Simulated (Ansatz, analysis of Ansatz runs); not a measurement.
# How often does Li try the jump in Li5NbO5 (C2/m)?

Aim: the prefactor of a hop in Li5NbO5 (C2/m) (V_Li hop (2.6 Å), charge −1) from the modes of the moving atom at the start and at the top of a path found beforehand. Model: a cell of 88 host atoms with 1 Li taken out.

Method: plane-wave PAW DFT, PBEsol; finite-difference force constants of the moving atom alone, in Ansatz 0.2.0.

## 1. The structure

The cell holds 87 atoms: 39 Li, 8 Nb and 40 O. Its edges and angles: a = 10.448 Å, b = 10.448 Å, c = 11.553 Å, α = 107.3°, β = 107.3°, γ = 45.1°. It derives from Li5NbO5 (space group C2/m). Nearest the centre at fractional (0.250, 0.500, 0.499): Li36 at 1.20 Å, O17 at 1.62 Å, O32 at 1.66 Å, Li26 at 2.27 Å, Li11 at 2.31 Å, O42 at 2.47 Å, O41 at 2.50 Å, Nb38 at 2.55 Å. The cell carries charge −1.

The cell's shortest repeat is 8.0 Å.

## 2. Vibrations of the moving atom at the start point

Harmonic transition-state theory takes the prefactor from the modes at the minimum and at the top. Only the moving atom is displaced, by 0.02 Å, which takes six displaced runs and a reference; the host's atoms are held.

The input, qm1.start.modes/input.yaml:

```yaml
crystal:
  lattice:
    - [9.64854378, -4.00795932, 0.00669279]
    - [9.64854378, 4.00795932, 0.00669279]
    - [-3.7205883, 0.0, 10.93780668]
  atoms:
    - { symbol: Li, position: [0.35573557, 0.35875471, 0.17390491] }
    - { symbol: Li, position: [-0.00012639, -0.00043895, 0.25179464] }
    - { symbol: Li, position: [0.14932468, 0.15457566, 0.07000318] }
    - { symbol: Li, position: [0.14721234, 0.14295412, 0.33185975] }
    - { symbol: Nb, position: [-0.01300781, 0.01114911, -0.00062875] }
    - { symbol: O, position: [0.42607548, 0.42774178, 0.08495111] }
    - { symbol: O, position: [0.42736557, 0.42722987, 0.33438313] }
    - { symbol: O, position: [0.25112123, 0.25635997, -0.00503955] }
    - { symbol: O, position: [0.07790781, 0.07822907, 0.15955024] }
    - { symbol: O, position: [0.07383133, 0.07231167, 0.41389519] }
    - { symbol: Li, position: [0.35988311, 0.35554956, 0.66734229] }
    - { symbol: Li, position: [0.34157801, 0.34661769, 0.93011926] }
    - { symbol: Li, position: [-0.00024959, -1.955e-05, 0.7477012] }
    - { symbol: Li, position: [0.15935195, 0.15357693, 0.56929854] }
    - { symbol: Li, position: [0.14102722, 0.1450602, 0.8265677] }
    - { symbol: Nb, position: [0.01031551, -0.00996665, 0.49975338] }
    - { symbol: O, position: [0.43232567, 0.43113184, 0.59355562] }
    - { symbol: O, position: [0.42137633, 0.42131621, 0.84217886] }
    - { symbol: O, position: [0.24416363, 0.23804882, 0.50347] }
    - { symbol: O, position: [0.07789525, 0.07786952, 0.65903777] }
    - { symbol: O, position: [0.07187702, 0.07402464, 0.91236076] }
    - { symbol: Li, position: [0.35356209, 0.85694275, 0.17216661] }
    - { symbol: Li, position: [0.35260636, 0.84260342, 0.43408917] }
    - { symbol: Li, position: [0.00279041, 0.49816508, 0.25138275] }
    - { symbol: Li, position: [0.15055956, 0.65445079, 0.06986866] }
    - { symbol: Li, position: [0.15481639, 0.63325223, 0.33225029] }
    - { symbol: Nb, position: [-0.01299293, 0.51185875, -0.00037709] }
    - { symbol: O, position: [0.42535334, 0.92937058, 0.08709829] }
    - { symbol: O, position: [0.42112845, 0.92163578, 0.33971109] }
    - { symbol: O, position: [0.25297893, 0.75843675, 0.00123605] }
    - { symbol: O, position: [0.08067192, 0.57557143, 0.15887744] }
    - { symbol: O, position: [0.0535976, 0.58809764, 0.41198647] }
    - { symbol: Li, position: [0.36250167, 0.85160149, 0.67170597] }
    - { symbol: Li, position: [0.34232792, 0.84677315, 0.93172702] }
    - { symbol: Li, position: [0.00153017, 0.49910741, 0.74652041] }
    - { symbol: Li, position: [0.1642896, 0.6440097, 0.56272687] }
    - { symbol: Li, position: [0.14141529, 0.64400913, 0.82474504] }
    - { symbol: Nb, position: [0.01534015, 0.48747891, 0.49806212] }
    - { symbol: O, position: [0.42698332, 0.92590154, 0.58930712] }
    - { symbol: O, position: [0.42095256, 0.91993521, 0.84240195] }
    - { symbol: O, position: [0.24581628, 0.74179231, 0.49595346] }
    - { symbol: O, position: [0.08402096, 0.57554096, 0.6574114] }
    - { symbol: O, position: [0.07143429, 0.57495046, 0.91174878] }
    - { symbol: Li, position: [0.85307303, 0.35730035, 0.17209609] }
    - { symbol: Li, position: [0.84811331, 0.34775508, 0.43377306] }
    - { symbol: Li, position: [0.49792821, 0.00335772, 0.25169497] }
    - { symbol: Li, position: [0.64947848, 0.15559324, 0.0695769] }
    - { symbol: Li, position: [0.6378689, 0.15044891, 0.33198428] }
    - { symbol: Nb, position: [0.48636258, 0.01239376, -0.0005392] }
    - { symbol: O, position: [0.9270349, 0.42752863, 0.08698042] }
    - { symbol: O, position: [0.9225004, 0.42036349, 0.33964312] }
    - { symbol: O, position: [0.75332077, 0.25805174, 0.00151653] }
    - { symbol: O, position: [0.57597986, 0.0806709, 0.15878022] }
    - { symbol: O, position: [0.59245877, 0.04974266, 0.41139273] }
    - { symbol: Li, position: [0.8568215, 0.3581056, 0.67193336] }
    - { symbol: Li, position: [0.84201792, 0.34706823, 0.93178978] }
    - { symbol: Li, position: [0.49919817, 0.00049047, 0.74655527] }
    - { symbol: Li, position: [0.64822132, 0.15922671, 0.56261245] }
    - { symbol: Li, position: [0.63938105, 0.1455475, 0.82444401] }
    - { symbol: Nb, position: [0.5120822, -0.00970082, 0.49820604] }
    - { symbol: O, position: [0.93007042, 0.42382877, 0.58901957] }
    - { symbol: O, position: [0.92067848, 0.42066682, 0.84246924] }
    - { symbol: O, position: [0.74591959, 0.24001887, 0.49508596] }
    - { symbol: O, position: [0.5759499, 0.08348622, 0.65710043] }
    - { symbol: O, position: [0.57253216, 0.07356612, 0.91151841] }
    - { symbol: Li, position: [0.85379675, 0.85805752, 0.17332063] }
    - { symbol: Li, position: [0.85160075, 0.84667337, 0.42795646] }
    - { symbol: Li, position: [0.50284299, 0.50259145, 0.25255638] }
    - { symbol: Li, position: [0.64990555, 0.65524787, 0.07077763] }
    - { symbol: Li, position: [0.64780072, 0.64326425, 0.33264113] }
    - { symbol: Nb, position: [0.48703647, 0.51138469, -0.00082274] }
    - { symbol: O, position: [0.92577019, 0.92737541, 0.08578527] }
    - { symbol: O, position: [0.92351857, 0.92141197, 0.33824597] }
    - { symbol: O, position: [0.75191373, 0.75712033, -0.00153541] }
    - { symbol: O, position: [0.57832644, 0.57896111, 0.15993168] }
    - { symbol: O, position: [0.57645304, 0.57334672, 0.41606398] }
    - { symbol: Li, position: [0.85775012, 0.85272067, 0.66778462] }
    - { symbol: Li, position: [0.8415191, 0.8464374, 0.93057864] }
    - { symbol: Li, position: [0.50509479, 0.50428696, 0.74850418] }
    - { symbol: Li, position: [0.6584567, 0.65342319, 0.5703005] }
    - { symbol: Li, position: [0.64192465, 0.6454041, 0.82623787] }
    - { symbol: Nb, position: [0.5083946, 0.48755886, 0.4977909] }
    - { symbol: O, position: [0.92822009, 0.92582661, 0.58708852] }
    - { symbol: O, position: [0.92062491, 0.92113435, 0.84106022] }
    - { symbol: O, position: [0.74467101, 0.74053947, 0.51005278] }
    - { symbol: O, position: [0.58146737, 0.578089, 0.65840207] }
    - { symbol: O, position: [0.57307816, 0.57475071, 0.91334561] }
  symmetry: { detect: false }
total_charge: -1
basis:
  ecutwfc: 420
  xc_grid: 2
hamiltonian:
  xc: pbesol
kpoints:
  mp_grid: { grid: [1, 1, 1], shift: [0.25, 0.25, 0.25] }
scf:
  occupations: { method: fixed }
  max_iter: 150
phonons:
  supercell: [1, 1, 1]
  displaced_sites: [35]
  amplitude: 0.02
```

On the command line:

```bash
ansatz run input.yaml --threads 32 --pin off --max-ram 84787MiB --backend cuda --events-out ev --progress --plain --runs-dir out --max-vram 78GiB
```

Numbers of over 12 decimals in the logs are rounded to 6 here.

Log:

```text
[... repeated set-up lines and file paths are left out, and long positions are rounded to six places ...]
Engine: ansatz 0.2.0, aarch64-unknown-linux-gnu
Pseudopotentials: kind: paw
Pseudopotential: Li, paw, valence charge 3, recommended cutoff 420 eV (normal), Li.paw.azcp
Pseudopotential: Nb, paw, valence charge 13, recommended cutoff 420 eV (normal), Nb.paw.azcp
Pseudopotential: O, paw, valence charge 6, recommended cutoff 420 eV (normal), O.paw.azcp
Functional definition: PBEsol
  exchange = pbesol_x
  correlation = pbesol_c
[...]
Crystal: 87 atoms, lattice volume = 846.151 Å³
Basis set: ecut = 420 eV, 16581 PW (Γ), exchange–correlation on 144×144×160 points (8 copies of the dense FFT grid, shifted against one another)
Bands: 318, of which v1, the nominal top of the filled ones, is band 231 counted from 1 (230 counted from 0)
Symmetry: 1 space group operations
k-points: 1
Non-local potential: Li, projectors of the file, l = 0: 3, l = 1: 2, l = 2: 1
Non-local potential: Nb, projectors of the file, l = 0: 3, l = 1: 2, l = 2: 2, l = 3: 1
Non-local potential: O, projectors of the file, l = 0: 2, l = 1: 2, l = 2: 1
PAW form: soft (Blöchl's): semilocal exchange-correlation on the pseudo side does not see the compensation charge
PAW frozen core: Nb, regenerated for the run's functional, and the local potential with it (the file was generated under x = pbe(κ = 0.804, μ = 0.219515), c = pbe(β = 0.066725))
PAW frozen core: O, regenerated for the run's functional, and the local potential with it (the file was generated under x = pbe(κ = 0.804, μ = 0.219515), c = pbe(β = 0.066725))
PAW one-centre angular grid: Li, 110 points (default); XC on 64 Gauss nodes
PAW one-centre angular grid: Nb, 590 points (default); XC on 64 Gauss nodes
PAW one-centre angular grid: O, 110 points (default); XC on 64 Gauss nodes
Initial density: superposition of atomic densities (neutral atoms scaled as one to the charged cell's electrons: chi_scale 0, normalization atom), corrected by the library's trained network
Initial wavefunctions: pseudopotential atomic-orbital guess
[...]
Functional: x = pbesol(κ = 0.804, μ = 0.123457), c = pbesol(β = 0.046)
SCF iter   1: F=—  HF=-66405.629744 eV  |F-HF|=—  |Δ(HF+E_count)|=         —  Δρ=1.73e-2  dr2=1.99e0  ethr=1.77e-3  ⟨swp⟩=4.0  Hψ=1120  notcnv=0  defer=80
preconditioner: auto → Resta (q_TF=auto, 2.467 Å⁻¹)  ε∞=4.1  [insulator: Δε(μ)=3.087 eV  Ē_g=13.001 eV  n_scr=206 (ndim 8)  ℏωp=22.8 eV  f_vac=0.089  ε∞_Penn≈4.1]
SCF iter   2: F=—  HF=-66405.151811 eV  |F-HF|=—  |Δ(HF+E_count)|=   4.78e-1  Δρ=5.11e-3  dr2=2.24e-1  ethr=4.31e-4  ⟨swp⟩=2.0  Hψ=504  notcnv=0  defer=82
[...]
SCF iter  14: F=-66405.103473 eV  HF=-66405.103473 eV  |F-HF|=4.37e-11  |Δ(HF+E_count)|=  8.73e-11  Δρ=1.04e-7  dr2=1.32e-10  ethr=1.00e-12  ⟨swp⟩=14.0  Hψ=1734  notcnv=0
SCF 1 converged in 14 iterations: F = -66405.103473 eV  dr2 = 1.32e-10
  greatest PAW one-centre occupation: 1.000 electrons in one spin orbital (limit 2), on the Li atom at site 66 (counted from 0), in its partial waves of l = 0
[...]
iter 1 solved again at ethr=1.80e-7 eV; its pass at ethr=3.10e-3 eV (dr2=8.33e-4 eV) is discarded
SCF iter   1: F=—  HF=-66405.099893 eV  |F-HF|=—  |Δ(HF+E_count)|=         —  Δρ=2.97e-4  dr2=8.69e-4  ethr=1.80e-7  ⟨swp⟩=3.0  Hψ=871  notcnv=0  defer=77
SCF iter   2: F=—  HF=-66405.101188 eV  |F-HF|=—  |Δ(HF+E_count)|=   1.29e-3  Δρ=1.63e-4  dr2=2.10e-4  ethr=1.80e-7  ⟨swp⟩=2.0  Hψ=443  notcnv=0  defer=77
[...]
SCF iter  10: F=-66405.102576 eV  HF=-66405.102576 eV  |F-HF|=4.37e-11  |Δ(HF+E_count)|=  4.07e-10  Δρ=6.80e-8  dr2=5.96e-11  ethr=1.00e-12  ⟨swp⟩=4.0  Hψ=779  notcnv=0
SCF 2 converged in 10 iterations: F = -66405.102576 eV  dr2 = 5.96e-11
[...]
iter 1 solved again at ethr=3.43e-10 eV; its pass at ethr=3.10e-3 eV (dr2=1.59e-6 eV) is discarded
[...]
SCF iter   7: F=-66405.102526 eV  HF=-66405.102526 eV  |F-HF|=2.91e-11  |Δ(HF+E_count)|=  2.91e-11  Δρ=4.89e-8  dr2=1.80e-11  ethr=1.00e-12  ⟨swp⟩=3.0  Hψ=758  notcnv=0
SCF 3 converged in 7 iterations: F = -66405.102526 eV  dr2 = 1.80e-11
[...]
SCF 4 converged in 10 iterations: F = -66405.102726 eV  dr2 = 2.61e-11
[...]
SCF 5 converged in 7 iterations: F = -66405.102710 eV  dr2 = 1.66e-11
[...]
SCF 6 converged in 10 iterations: F = -66405.102656 eV  dr2 = 7.26e-11
[...]
SCF 7 converged in 7 iterations: F = -66405.102642 eV  dr2 = 4.76e-11
SCF converged after 14 iterations
[...]
[... 6 atoms left out ...]
  atom  82  Nb    -0.00085604     0.00104669    -0.00048251
  [... 5 atoms left out ...]
  max |Σ_I F_I| component: 1.84e-6 eV/Å
--- Band table (eV) ---
  k-point 0: bands = ["-49.2968", "-49.2807", "-49.2784", "-49.2629", [... 49 left out ...] "-25.5324", "-25.5259", "-25.5135", "-25.5"]
--- Phonons: 6 displaced members + reference (amplitude 0.02 Å, Σ member SCF iterations 51) ---
  symmetry images taken by strict's conditions (phonons.symmetry_images: auto; settled by no image being taken that strict refuses)
  force constants formed among 1 of 87 sites (Li 35); the other 86 at rest. The modes move the named sites alone.
  the frequencies, the zero-point energy and the sums are of the block with the acoustic sum rule laid on its rows. Row sums over every site: 5.4e-5 eV/Å² at the most
  transpose residual: 1.5e-3 eV/Å²
  largest component of a force at the reference: 9.2e-4 eV/Å on a named site, 1.5e-2 eV/Å on a site at rest
  frequencies among the named sites at Γ of the cell (cm⁻¹): 358.60 398.12 450.44
  unstable modes among the named sites: 0
  frequencies as built, with no sum rule (cm⁻¹): 358.60 398.12 450.44
  zero-point energy: 0.074834 eV/cell   skipped modes (ω ≤ 0): 0
  not written: the harmonic force-constant file, the file of eigenvectors (these modes' are written with the force constants), the density of states and the dispersion, which are of every site
```

Run time: 3.2 s. Hardware: 1 × NVIDIA GB200 with 32 threads of Arm Neoverse V2, shared host; peak memory 1.7 GiB; 12 s of CPU time.

Numbers from this step:

```yaml
free_energy: -66405.1035 eV
frequencies_of_moving_atom: 358.6, 398.1, 450.4 cm⁻¹ (negative: imaginary)
```

The three modes are 359, 398 and 450 cm⁻¹: all real, a minimum for this atom with the others held.

## 3. Vibrations of the moving atom at the top of the path

The same at the top, where the mode along the path should be imaginary.

The input, qm1.top.modes/input.yaml:

```yaml
crystal:
  lattice:
    - [9.64854378, -4.00795932, 0.00669279]
    - [9.64854378, 4.00795932, 0.00669279]
    - [-3.7205883, 0.0, 10.93780668]
  atoms:
    - { symbol: Li, position: [0.35339415, 0.3600694, 0.17795157] }
    - { symbol: Li, position: [0.0023039, -0.00231338, 0.25421283] }
[... 4 atom lines left out ...]
    - { symbol: O, position: [0.40652809, 0.43874783, 0.34762019] }
[... 3 atom lines left out ...]
    - { symbol: Li, position: [0.36549003, 0.35579969, 0.67764015] }
[... 5 atom lines left out ...]
    - { symbol: O, position: [0.46131795, 0.40883838, 0.59841739] }
[... 1 atom line left out ...]
    - { symbol: O, position: [0.24004948, 0.24589352, 0.49754281] }
[... 6 atom lines left out ...]
    - { symbol: Li, position: [0.13557219, 0.64316629, 0.32115827] }
[... 5 atom lines left out ...]
    - { symbol: O, position: [0.04166311, 0.58934763, 0.40197386] }
[... 3 atom lines left out ...]
    - { symbol: Li, position: [0.25174124, 0.50068813, 0.49900039] }
[... 1 atom line left out ...]
    - { symbol: Nb, position: [-0.01790492, 0.51461493, 0.4983048] }
[... 2 atom lines left out ...]
    - { symbol: O, position: [0.26243408, 0.75163922, 0.50337472] }
    - { symbol: O, position: [0.09444381, 0.5610916, 0.65292541] }
[... 24 atom lines left out ...]
    - { symbol: Li, position: [0.85119114, 0.84778336, 0.43143906] }
[... 14 atom lines left out ...]
    - { symbol: Nb, position: [0.52179283, 0.48276532, 0.50170723] }
[... 4 atom lines left out ...]
    - { symbol: O, position: [0.57344077, 0.5742512, 0.91413427] }
  symmetry: { detect: false }
total_charge: -1
basis:
  ecutwfc: 420
  xc_grid: 2
hamiltonian:
  xc: pbesol
kpoints:
  mp_grid: { grid: [1, 1, 1], shift: [0.25, 0.25, 0.25] }
scf:
  occupations: { method: fixed }
  max_iter: 150
phonons:
  supercell: [1, 1, 1]
  displaced_sites: [35]
  amplitude: 0.02
```

Log:

```text
[...]
Crystal: 87 atoms, lattice volume = 846.151 Å³
Basis set: ecut = 420 eV, 16581 PW (Γ), exchange–correlation on 144×144×160 points (8 copies of the dense FFT grid, shifted against one another)
Bands: 318, of which v1, the nominal top of the filled ones, is band 231 counted from 1 (230 counted from 0)
[... 1 set-up line as in the run before ...]
k-points: 1
[...]
SCF iter   1: F=—  HF=-66405.109972 eV  |F-HF|=—  |Δ(HF+E_count)|=         —  Δρ=1.74e-2  dr2=2.01e0  ethr=1.77e-3  ⟨swp⟩=4.0  Hψ=1036  notcnv=0  defer=78
[...]
SCF iter   2: F=—  HF=-66404.628980 eV  |F-HF|=—  |Δ(HF+E_count)|=   4.81e-1  Δρ=5.16e-3  dr2=2.26e-1  ethr=4.36e-4  ⟨swp⟩=2.0  Hψ=503  notcnv=0  defer=83
[...]
SCF iter  14: F=-66404.579847 eV  HF=-66404.579847 eV  |F-HF|=1.16e-10  |Δ(HF+E_count)|=  7.28e-11  Δρ=1.02e-7  dr2=1.34e-10  ethr=1.00e-12  ⟨swp⟩=12.0  Hψ=1689  notcnv=0
SCF 1 converged in 14 iterations: F = -66404.579847 eV  dr2 = 1.34e-10
[...]
SCF iter   2: F=—  HF=-66404.577264 eV  |F-HF|=—  |Δ(HF+E_count)|=   1.31e-3  Δρ=1.66e-4  dr2=2.07e-4  ethr=1.84e-7  ⟨swp⟩=2.0  Hψ=444  notcnv=0  defer=81
[...]
SCF iter  10: F=-66404.578666 eV  HF=-66404.578666 eV  |F-HF|=8.73e-11  |Δ(HF+E_count)|=  2.76e-10  Δρ=7.49e-8  dr2=6.93e-11  ethr=1.00e-12  ⟨swp⟩=4.0  Hψ=773  notcnv=0
SCF 2 converged in 10 iterations: F = -66404.578666 eV  dr2 = 6.93e-11
[...]
SCF iter   7: F=-66404.578876 eV  HF=-66404.578876 eV  |F-HF|=1.46e-11  |Δ(HF+E_count)|=  1.46e-11  Δρ=4.24e-8  dr2=1.27e-11  ethr=1.00e-12  ⟨swp⟩=3.0  Hψ=902  notcnv=0
SCF 3 converged in 7 iterations: F = -66404.578876 eV  dr2 = 1.27e-11
[...]
SCF 4 converged in 10 iterations: F = -66404.578689 eV  dr2 = 6.25e-11
[...]
SCF 5 converged in 7 iterations: F = -66404.578761 eV  dr2 = 2.87e-11
[...]
SCF 6 converged in 10 iterations: F = -66404.578986 eV  dr2 = 9.90e-11
[...]
SCF 7 converged in 7 iterations: F = -66404.578882 eV  dr2 = 3.10e-11
SCF converged after 14 iterations
[...]
[... 4 atoms left out ...]
  atom  82  Nb    -0.00776853     0.00112068    -0.00761372
  [... 5 atoms left out ...]
  max |Σ_I F_I| component: 8.41e-7 eV/Å
--- Band table (eV) ---
[...]
transpose residual: 6.0e-4 eV/Å²
[...]
frequencies among the named sites at Γ of the cell (cm⁻¹): -211.85 311.37 746.70
  unstable modes among the named sites: 1
  frequencies as built, with no sum rule (cm⁻¹): -211.86 311.37 746.70
  zero-point energy: 0.065592 eV/cell   skipped modes (ω ≤ 0): 1, of them read as no rigid motion or as one in doubt: 1 (1.000e0 modes/cell left out, lowest -211.85 cm⁻¹)
[...]
```

Wall time 3.2 s (1 × NVIDIA GB200 with 32 threads); peak memory 1.6 GiB.

Read from the output:

* free energy: -66404.5798 eV
* frequencies of moving atom: -211.8, 311.4, 746.7 cm⁻¹ (negative: imaginary)

The three modes are 212i, 311 and 747 cm⁻¹: one imaginary, a saddle of first order for this atom with the others held.

## 4. Attempt frequency and hop rate

Analysis of the runs above: harmonic transition-state theory from the moving atom's modes alone (Vineyard), PBEsol.

It gives:

```
attempt frequency : 8.292 THz
```

Hop rate against temperature:

```csv
temperature (K),hop rate (1/s)
200,0.529
300,13247
400,2.1e6
600,3.3e8
800,4.2e9
1000,1.9e10
```

## 5. What came out

| Property | Result |
| --- | --- |
| attempt frequency (attempt frequency and hop rate) | 8.29 THz |

What this shows: The attempt frequency, the product of the three frequencies at the start over that of the two real ones at the top (Vineyard), is 8.3 THz. With the barrier of 0.52 eV it gives 3.3e+08 hops a second at 600 K along this one path; equivalent neighbouring sites multiply that. The host's atoms were held, though they move along the path too, so the prefactor is rough. What this leaves open: one k-point off the zone centre stands for the whole zone; periodic copies of the defect are only 8.0 Å apart.

[Logs are printed without paths, hosts, clocks, repeated set-up lines and the standing remarks that a program may print on its own settings, such as how far it seeks lower states.]

[Hosts, paths, dates, database ids (printed as entryN), source tags and the programs' standing remarks are cut or masked in the printed files.]
